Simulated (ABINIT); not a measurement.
**Beyond one shot: Au2S (Pn-3m)**

Wanted: G0W0 and self-consistent gaps of Au2S (Pn-3m), with the cost of the cycles.

Method: LDA and many-body steps on it, plane waves, in ABINIT 10.8.3.

**1. Set-up**

Symmetry: Pn-3m, No. 224, cubic system. The conventional cell has a = 5.274 Å, b = 5.274 Å, c = 5.274 Å, α = 90.00°, β = 90.00°, γ = 90.00°. Nearest to S lie 4 Au at 2.28 Å. Nearest to Au lie 2 S at 2.28 Å. Farther neighbours and most contacts between anions are not listed.

Coordinates:

```cif
data_structure
_symmetry_space_group_name_H-M 'Pn-3m:1'
_symmetry_Int_Tables_number 224
_cell_length_a 5.2740
_cell_length_b 5.2740
_cell_length_c 5.2740
_cell_angle_alpha 90.000
_cell_angle_beta 90.000
_cell_angle_gamma 90.000
_cell_volume 146.70
loop_
_atom_site_label
_atom_site_type_symbol
_atom_site_symmetry_multiplicity
_atom_site_Wyckoff_symbol
_atom_site_fract_x
_atom_site_fract_y
_atom_site_fract_z
_atom_site_occupancy
S1 S 2 a 0.00000 0.00000 0.00000 1
Au1 Au 4 c 0.25000 0.25000 0.75000 1
```

The cell and positions are those that the Materials Project relaxed with its own functionals (PBE, PBE+U or r2SCAN), kept fixed. Spin-orbit coupling is left out unless a step names it.

**2. Empty states on the mesh, 2×2×2 mesh, 244 bands**

This step: ABINIT 10.8.3; DFT, LDA, plane waves, norm-conserving pseudopotentials.

The sums over transitions need many empty states on a uniform mesh; this step solves for them.

Contents of run.abi:

```
acell 3*1.0 Angstrom
rprim 
  5.273982180000 0.000000000000 0.000000000000
  0.000000000000 5.273982180000 0.000000000000
  0.000000000000 0.000000000000 5.273982180000
ntypat 2
znucl 16 79
natom 6
typat 1 1 2 2 2 2
xred 
  -0.000000000000 0.000000000000 -0.000000000000
  0.500000000000 0.500000000000 0.500000000000
  0.250000000000 0.250000000000 0.750000000000
  0.750000000000 0.250000000000 0.250000000000
  0.250000000000 0.750000000000 0.250000000000
  0.750000000000 0.750000000000 0.750000000000
pp_dirpath "pseudos"
pseudos "S.upf, Au.upf"
ecut 28
ngkpt 2 2 2
nshiftk 1
shiftk 0 0 0
kptopt 1
chksymbreak 0
iscf -2
irdden 1
istwfk *1
nband 244
nbdbuf 22
tolwfr 1e-09
nstep 60
prtvol 0
indata_prefix "in"
outdata_prefix "out"
tmpdata_prefix "tmp"
```

The run is started by

```sh
$ OMP_NUM_THREADS=2 mpirun -n 4 abinit run.abi > log
```

Numbers of over 12 decimals in the logs are rounded to 6 here.

What it wrote:

```text
.Version 10.8.3 of ABINIT. v10.8.2 released Aug 2026.

 Symmetries : space group Pn -3 m (#224); Bravais cP (primitive cubic)
[... echo of the input left out ...]
== DATASET  1 ==================================================================
-   mpi_nproc: 4, omp_nthreads: 2 (-1 if OMP is not activated)

--- !DatasetInfo
iteration_state: {dtset: 1, }
dimensions: {natom: 6, nkpt: 4, mband: 244, nsppol: 1, nspinor: 1, nspden: 1, mpw: 7088, }
cutoff_energies: {ecut:  28.0, pawecutdg:  -1.0, }
[...]
2.42389    2.42615    2.44645    2.44645    2.44645    2.46479    2.46479    2.46479
   2.47893    2.47893    2.47893    2.48625    2.48625    2.48626    2.52616    2.52623
   2.52714    2.53312    2.53328    2.53337
 prteigrs : prtvol=0 or 1, do not print more k-points.

== END DATASET(S) ==============================================================
================================================================================

 -outvars: echo values of variables after computation  --------
            nband         244
             nkpt           4
          spgroup         224
 [... the other variables as echoed above ...]

 Calculation completed.
```

Elapsed: 61 s, on 4 MPI ranks of Intel Xeon Platinum 8488C (Sapphire Rapids), shared host; peak memory 0.52 GiB.

Numbers from this step:

- gap: 1.989 eV
- k of the valence top: 0, 0, 0
- k of the conduction bottom: 0, 0, 0
- least direct gap: 1.989 eV
- k points computed: 4
- lowest point of the top converged band, above the valence top: 58.8838 eV

On this mesh the gap is 1.989 eV.

The density comes from a self-consistent run that is not shown.

**3. Screening, 2×2×2 mesh, 222 bands, screening to 130.6 eV**

The RPA dielectric matrix is built and inverted for each q.

This step: RPA screening on LDA, plane waves, norm-conserving pseudopotentials.

run.abi, as its differences from that of step 2:

```diff
@@ -24,10 +24,11 @@
 chksymbreak 0
-iscf -2
-irdden 1
 istwfk *1
-nband 244
-nbdbuf 22
-tolwfr 1e-09
-nstep 60
-prtvol 0
+occopt 1
+irdwfk 1
+optdriver 3
+nband 222
+ecuteps 4.8
+inclvkb 2
+awtr 1
+symchi 1
 indata_prefix "in"
```

The run is started by

```sh
$ OMP_NUM_THREADS=1 mpirun -n 8 abinit run.abi > log
```

What it wrote:

```text
.Version 10.8.3 of ABINIT. v10.8.2 released Aug 2026.

 Symmetries : space group Pn -3 m (#224); Bravais cP (primitive cubic)
[... echo of the input left out ...]
== DATASET  1 ==================================================================
-   mpi_nproc: 8, omp_nthreads: 1 (-1 if OMP is not activated)

--- !DatasetInfo
iteration_state: {dtset: 1, }
dimensions: {natom: 6, nkpt: 4, mband: 222, nsppol: 1, nspinor: 1, nspden: 1, mpw: 7088, }
cutoff_energies: {ecut:  28.0, pawecutdg:  -1.0, }
electrons: {nelect:   8.80000000E+01, charge:   0.00000000E+00, occopt:   1.00000000E+00, tsmear:   1.00000000E-02, }

 SCREENING: Calculation of the susceptibility and dielectric matrices

 Based on a program developped by R.W. Godby, V. Olevano, G. Onida, and L. Reining.
 Incorporated in ABINIT by V. Olevano, G.-M. Rignanese, and M. Torrent.
.Using double precision arithmetic ; gwpc =  8

[... cell and pseudopotentials left out ...]
--------------------------------------------------------------------------------

 ==== K-mesh for the wavefunctions ====
 Number of points in the irreducible wedge :     4
[... list of points left out ...]
 Together with 48 symmetry operations and time-reversal symmetry
 yields     8 points in the full Brillouin Zone.

 ==== Q-mesh for the screening function ====
 Number of points in the irreducible wedge :     4
[... list of points left out ...]
 Together with 48 symmetry operations and time-reversal symmetry
 yields     8 points in the full Brillouin Zone.

 setmesh: FFT mesh size selected  =    36x   36x   36
          total number of points  =        46656

 vcoul_init : cutoff-mode = AUXILIARY_FUNCTION
 q-points for optical limit:   1
     1)      0.000010    0.000020    0.000030

- screening: taking advantage of time-reversal symmetry
- Maximum band index for partially occupied states nbvw = 44
- Remaining bands to be divided among processors   nbcw = 178
- Number of bands treated by each node ~22

 Number of electrons calculated from density =   88.0000; Expected =   88.0000
 average of density, n =  0.088894
 r_s =    1.3900
 omega_plasma =   28.7601 [eV]

 calculating chi0 at frequencies [eV] :
  1    0.000000E+00    0.000000E+00
  2    0.000000E+00    2.876012E+01

--------------------------------------------------------------------------------
  q-point number  1        q = ( 0.000000, 0.000000, 0.000000) [r.l.u.]
--------------------------------------------------------------------------------
[... chi0 elements left out ...]
 For q-point:  0.000010 0.000020 0.000030
  dielectric constant =  10.9057
  dielectric constant without local fields =  12.5374

  Average fulfillment of the sum rule on Im[epsilon] for q-point    1 :     66.13  [%]
[... wings left out ...]
  q-point number  2        q = ( 0.500000, 0.000000, 0.000000) [r.l.u.]
--------------------------------------------------------------------------------
[... chi0 elements left out ...]
  Average fulfillment of the sum rule on Im[epsilon] for q-point    2 :     73.18  [%]

 [... 2 further q-points ...]
```

Elapsed: 47 s, on 8 MPI ranks; peak memory 3.1 GiB; 6.3 min of CPU time.

This step gave:

```
ε∞ with local fields, on this mesh, along the program's q direction : 10.91
the same without local fields                                       : 12.54
plasma frequency                                                    : 28.76 eV
plane waves in the screening matrix                                 : 485
```

Local fields lower ε∞ by 13 %. On a Γ-centred mesh this coarse the value itself is usually too large, while a short band sum pulls it down.

**4. G0W0**

The self-energy is evaluated for the states that the input lists, and the levels follow from it, in one-shot runs by the linearised quasiparticle equation.

This step: G0W0 on LDA, plane waves, norm-conserving pseudopotentials.

run.abi, as its differences from that of step 3:

```diff
@@ -27,8 +27,15 @@
 irdwfk 1
-optdriver 3
+optdriver 4
 nband 222
+gwcalctyp 0
+ecutsigx 28
+symsigma 1
+nkptgw 1
+kptgw 
+  0.0000000000 0.0000000000 0.0000000000
+bdgw 
+  42 46
 ecuteps 4.8
-inclvkb 2
-awtr 1
-symchi 1
+irdscr 1
+ppmodel 1
 indata_prefix "in"
```

What it wrote:

```text
.Version 10.8.3 of ABINIT. v10.8.2 released Aug 2026.

 Symmetries : space group Pn -3 m (#224); Bravais cP (primitive cubic)
[... echo of the input left out ...]
== DATASET  1 ==================================================================
-   mpi_nproc: 8, omp_nthreads: 1 (-1 if OMP is not activated)

--- !DatasetInfo
iteration_state: {dtset: 1, }
dimensions: {natom: 6, nkpt: 4, mband: 222, nsppol: 1, nspinor: 1, nspden: 1, mpw: 7088, }
cutoff_energies: {ecut:  28.0, pawecutdg:  -1.0, }
electrons: {nelect:   8.80000000E+01, charge:   0.00000000E+00, occopt:   1.00000000E+00, tsmear:   1.00000000E-02, }

 SIGMA: Calculation of the GW corrections

 Based on a program developped by R.W. Godby, V. Olevano, G. Onida, and L. Reining.
 Incorporated in ABINIT by V. Olevano, G.-M. Rignanese, and M. Torrent.
.Using double precision arithmetic ; gwpc =  8

[... cell and pseudopotentials left out ...]
--------------------------------------------------------------------------------

 ==== K-mesh for the wavefunctions ====
 Number of points in the irreducible wedge :     4
[... list of points left out ...]
 Together with 48 symmetry operations and time-reversal symmetry
 yields     8 points in the full Brillouin Zone.

 ==== Q-mesh for screening function ====
 Number of points in the irreducible wedge :     4
[... list of points left out ...]
 Together with 48 symmetry operations and time-reversal symmetry
 yields     8 points in the full Brillouin Zone.

 vcoul_init : cutoff-mode = AUXILIARY_FUNCTION
 q-points for optical limit:   1
     1)      0.000010    0.000020    0.000030
 setmesh: FFT mesh size selected  =    48x   48x   48
          total number of points  =       110592

 Number of electrons calculated from density =   88.0000; Expected =   88.0000
 average of density, n =  0.088894
 r_s =    1.3900
 omega_plasma =   28.7601 [eV]

 === KS Band Gaps ===
  >>>> For spin  1
   Minimum direct gap =   1.9888 [eV], located at k-point      :   0.0000  0.0000  0.0000
   Fundamental gap    =   1.9888 [eV], Top of valence bands at :   0.0000  0.0000  0.0000
                                       Bottom of conduction at :   0.0000  0.0000  0.0000
 SIGMA fundamental parameters:
 PLASMON POLE MODEL  1
 number of plane-waves for SigmaX                 6979
 number of plane-waves for SigmaC and W            485
 number of plane-waves for wavefunctions          6979
 number of bands                                   222
 number of independent spin polarizations            1
 number of spinorial components                      1
 number of k-points in IBZ                           4
 number of q-points in IBZ                           4
 number of symmetry operations                      48
 number of k-points in BZ                            8
 number of q-points in BZ                            8
 number of frequencies for dSigma/dE                 9
 frequency step for dSigma/dE [eV]                0.25
 number of omega for Sigma on real axis              0
 max omega for Sigma on real axis  [eV]           0.00
 zcut for avoiding poles [eV]                     0.10

 EPSILON^-1 parameters (SCR file):
 dimension of the eps^-1 matrix on file            485
 dimension of the eps^-1 matrix used               485
 number of plane-waves for wavefunctions          6979
 number of bands                                   222
 number of q-points in IBZ                           4
 number of frequencies                               2
 number of real frequencies                          1
 number of imag frequencies                          1

 matrix elements of self-energy operator (all in [eV])

 Perturbative Calculation

--- !SelfEnergy_ee
iteration_state: {dtset: 1, }
kpoint     : [   0.000,    0.000,    0.000, ]
spin       : 1
KS_gap     :    1.989
QP_gap     :    2.513
Delta_QP_KS:    0.525
data: !SigmaeeData |
     Band     E0 <VxcDFT>   SigX SigC(E0)      Z dSigC/dE  Sig(E)    E-E0       E
       42   4.579 -18.163 -21.080   2.834   0.804  -0.244 -18.230  -0.067   4.513
       43   4.579 -18.163 -21.080   2.834   0.804  -0.244 -18.230  -0.067   4.513
       44   4.579 -18.163 -21.080   2.834   0.804  -0.244 -18.230  -0.067   4.513
       45   6.568  -9.303  -5.538  -3.215   0.831  -0.203  -8.845   0.458   7.026
       46   6.568  -9.303  -5.538  -3.215   0.831  -0.203  -8.845   0.458   7.026

== END DATASET(S) ==============================================================
================================================================================

 -outvars: echo values of variables after computation  --------
           etotal      0.0000000000E+00
            nband         222
             nkpt           4
          spgroup         224
 [... the other variables as echoed above ...]

 Calculation completed.
```

Elapsed: 7.1 s, on 8 MPI ranks; peak memory 2 GiB.

Numbers from this step:

```
G0W0 gap on the points computed              : 2.513 eV
starting gap on the mesh                     : 1.989 eV
k of the valence top                         : 0, 0, 0
k of the conduction bottom                   : 0, 0, 0
Z at the valence top                         : 0.804
Z at the conduction bottom                   : 0.831
least direct G0W0 gap on the computed points : 2.513 eV
```

The gap on the mesh goes from 1.99 eV to 2.51 eV, a correction of +0.52 eV.

**5. evGW0, cycle 1**

This step: evGW0 on LDA, plane waves, norm-conserving pseudopotentials.

run.abi, as its differences from that of step 4:

```diff
@@ -29,10 +29,16 @@
 nband 222
-gwcalctyp 0
+gwcalctyp 10
 ecutsigx 28
 symsigma 1
-nkptgw 1
+nkptgw 4
 kptgw 
   0.0000000000 0.0000000000 0.0000000000
+  0.5000000000 0.0000000000 0.0000000000
+  0.5000000000 0.5000000000 0.0000000000
+  0.5000000000 0.5000000000 0.5000000000
 bdgw 
-  42 46
+  19 60
+  19 60
+  19 60
+  19 60
 ecuteps 4.8
```

What it wrote:

```text
.Version 10.8.3 of ABINIT. v10.8.2 released Aug 2026.

 Symmetries : space group Pn -3 m (#224); Bravais cP (primitive cubic)
[... echo of the input left out ...]
== DATASET  1 ==================================================================
-   mpi_nproc: 8, omp_nthreads: 1 (-1 if OMP is not activated)

--- !DatasetInfo
iteration_state: {dtset: 1, }
dimensions: {natom: 6, nkpt: 4, mband: 222, nsppol: 1, nspinor: 1, nspden: 1, mpw: 7088, }
cutoff_energies: {ecut:  28.0, pawecutdg:  -1.0, }
electrons: {nelect:   8.80000000E+01, charge:   0.00000000E+00, occopt:   1.00000000E+00, tsmear:   1.00000000E-02, }

 SIGMA: Calculation of the GW corrections

 Based on a program developped by R.W. Godby, V. Olevano, G. Onida, and L. Reining.
 Incorporated in ABINIT by V. Olevano, G.-M. Rignanese, and M. Torrent.
.Using double precision arithmetic ; gwpc =  8

[... cell and pseudopotentials left out ...]
--------------------------------------------------------------------------------

 ==== K-mesh for the wavefunctions ====
 Number of points in the irreducible wedge :     4
[... list of points left out ...]
 Together with 48 symmetry operations and time-reversal symmetry
 yields     8 points in the full Brillouin Zone.

 ==== Q-mesh for screening function ====
 Number of points in the irreducible wedge :     4
[... list of points left out ...]
 Together with 48 symmetry operations and time-reversal symmetry
 yields     8 points in the full Brillouin Zone.

 vcoul_init : cutoff-mode = AUXILIARY_FUNCTION
 q-points for optical limit:   1
     1)      0.000010    0.000020    0.000030
 setmesh: FFT mesh size selected  =    48x   48x   48
          total number of points  =       110592

 Number of electrons calculated from density =   88.0000; Expected =   88.0000
[...]
--- !SelfEnergy_ee
iteration_state: {dtset: 1, }
kpoint     : [   0.500,    0.500,    0.000, ]
spin       : 1
KS_gap     :    3.034
QP_gap     :    3.912
Delta_QP_KS:    0.878
data: !SigmaeeData |
     Band     E_DFT   <VxcDFT>   E(N-1)  <Hhartree>   SigX  SigC[E(N-1)]    Z     dSigC/dE  Sig[E(N)]  DeltaE  E(N)_pert E(N)_diago
[...]
--- !SelfEnergy_ee
iteration_state: {dtset: 1, }
kpoint     : [   0.500,    0.500,    0.500, ]
spin       : 1
KS_gap     :    4.163
QP_gap     :    4.779
Delta_QP_KS:    0.616
data: !SigmaeeData |
     Band     E_DFT   <VxcDFT>   E(N-1)  <Hhartree>   SigX  SigC[E(N-1)]    Z     dSigC/dE  Sig[E(N)]  DeltaE  E(N)_pert E(N)_diago
[...]
59    15.704   -10.896    15.704    26.599    -4.873    -4.895     0.809    -0.236    -9.983     0.912    16.616    16.832
       60    15.704   -10.896    15.704    26.599    -4.873    -4.895     0.809    -0.236    -9.983     0.912    16.616    16.832

 New Fermi energy :        2.134283E-01 Ha ,    5.807679E+00 eV

 === QP Band Gaps ===
  >>>> For spin  1
   Minimum direct gap =   2.6225 [eV], located at k-point      :   0.0000  0.0000  0.0000
   Fundamental gap    =   2.6225 [eV], Top of valence bands at :   0.0000  0.0000  0.0000
                                       Bottom of conduction at :   0.0000  0.0000  0.0000

 writing QP data on file : out_QPS

 Convergence of QP corrections
 >>>>> For spin  1 <<<<<
.  kptgw no:  1; Maximum DeltaE = (  -0.351  -0.000) for band index: 29
.  kptgw no:  2; Maximum DeltaE = (  -0.094   0.000) for band index: 42
.  kptgw no:  3; Maximum DeltaE = (  -0.101   0.000) for band index: 41
.  kptgw no:  4; Maximum DeltaE = (  -0.232  -0.000) for band index: 30

== END DATASET(S) ==============================================================
================================================================================

 -outvars: echo values of variables after computation  --------
           etotal      0.0000000000E+00
            nband         222
             nkpt           4
          spgroup         224
 [... the other variables as echoed above ...]

 Calculation completed.
```

Elapsed: 3.2 min, on 8 MPI ranks; peak memory 4.8 GiB; 26 min of CPU time.

Numbers from this step:

```yaml
quasiparticle_gap_on_the_mesh: 2.623 eV
gap_of_the_density_functional_on_the_mesh: 1.989 eV
k_of_the_valence_top: 0, 0, 0
k_of_the_conduction_bottom: 0, 0, 0
z_at_the_valence_top: 0.804
z_at_the_conduction_bottom: 0.831
least_direct_quasiparticle_gap_on_the_computed_points: 2.623 eV
```

Against G0W0 in ABINIT (2×2×2 mesh, 222 bands, screening to 130.6 eV, Godby-Needs plasmon pole), the gap moves by +0.110 eV. This first cycle still uses the starting levels; it takes the full correction, at all points of the mesh, and its linearised value is 2.513 eV.

**6. evGW0, cycle 2**

The corrected levels of the last cycle go back in.

run.abi, as its differences from that of step 5:

```diff
@@ -46,2 +46,3 @@
 ppmodel 1
+irdqps 1
 indata_prefix "in"
```

What it wrote:

```text
.Version 10.8.3 of ABINIT. v10.8.2 released Aug 2026.

 Symmetries : space group Pn -3 m (#224); Bravais cP (primitive cubic)
[... echo of the input left out ...]
== DATASET  1 ==================================================================
-   mpi_nproc: 8, omp_nthreads: 1 (-1 if OMP is not activated)

--- !DatasetInfo
iteration_state: {dtset: 1, }
dimensions: {natom: 6, nkpt: 4, mband: 222, nsppol: 1, nspinor: 1, nspden: 1, mpw: 7088, }
cutoff_energies: {ecut:  28.0, pawecutdg:  -1.0, }
[...]
.  kptgw no:  2; Maximum DeltaE = (   0.010   0.000) for band index: 41
.  kptgw no:  3; Maximum DeltaE = (   0.012   0.000) for band index: 41
.  kptgw no:  4; Maximum DeltaE = (   0.014  -0.000) for band index: 30

== END DATASET(S) ==============================================================
================================================================================

 -outvars: echo values of variables after computation  --------
           etotal      0.0000000000E+00
            nband         222
             nkpt           4
          spgroup         224
 [... the other variables as echoed above ...]

 Calculation completed.
```

It took 3.2 min on 8 MPI ranks; peak memory 4.8 GiB.

This step gave:

```yaml
quasiparticle_gap_on_the_mesh: 2.582 eV
gap_of_the_density_functional_on_the_mesh: 1.989 eV
k_of_the_valence_top: 0, 0, 0
k_of_the_conduction_bottom: 0, 0, 0
least_direct_quasiparticle_gap_on_the_computed_points: 2.582 eV
```

Against the cycle before, the gap moves by −0.041 eV.

(Part 1 of 3 ends here.)

[Paths, hosts, dates, memory and timing lines, banners, echoed tables and standing remarks are left out of the program output.]

[Logs are printed without paths, hosts, clocks, repeated set-up lines and the standing remarks that a program may print on its own settings, such as how far it seeks lower states.]

[Runs of the session that timed out or met a known fault of the program may be left out.]

[Hosts, paths, dates, database ids (printed as entryN), source tags and the programs' standing remarks are cut or masked in the printed files.]

[G0W0 gaps are taken among the corrected bands and points alone; a level outside them can change the order at an edge.]

[Where Ansatz stands beside ABINIT at settings called matched, ABINIT's density can come from a denser mesh and the files from another edition; pairs whose starting gaps differed by over 0.03 eV were left out, so agreement reads better than it is.]
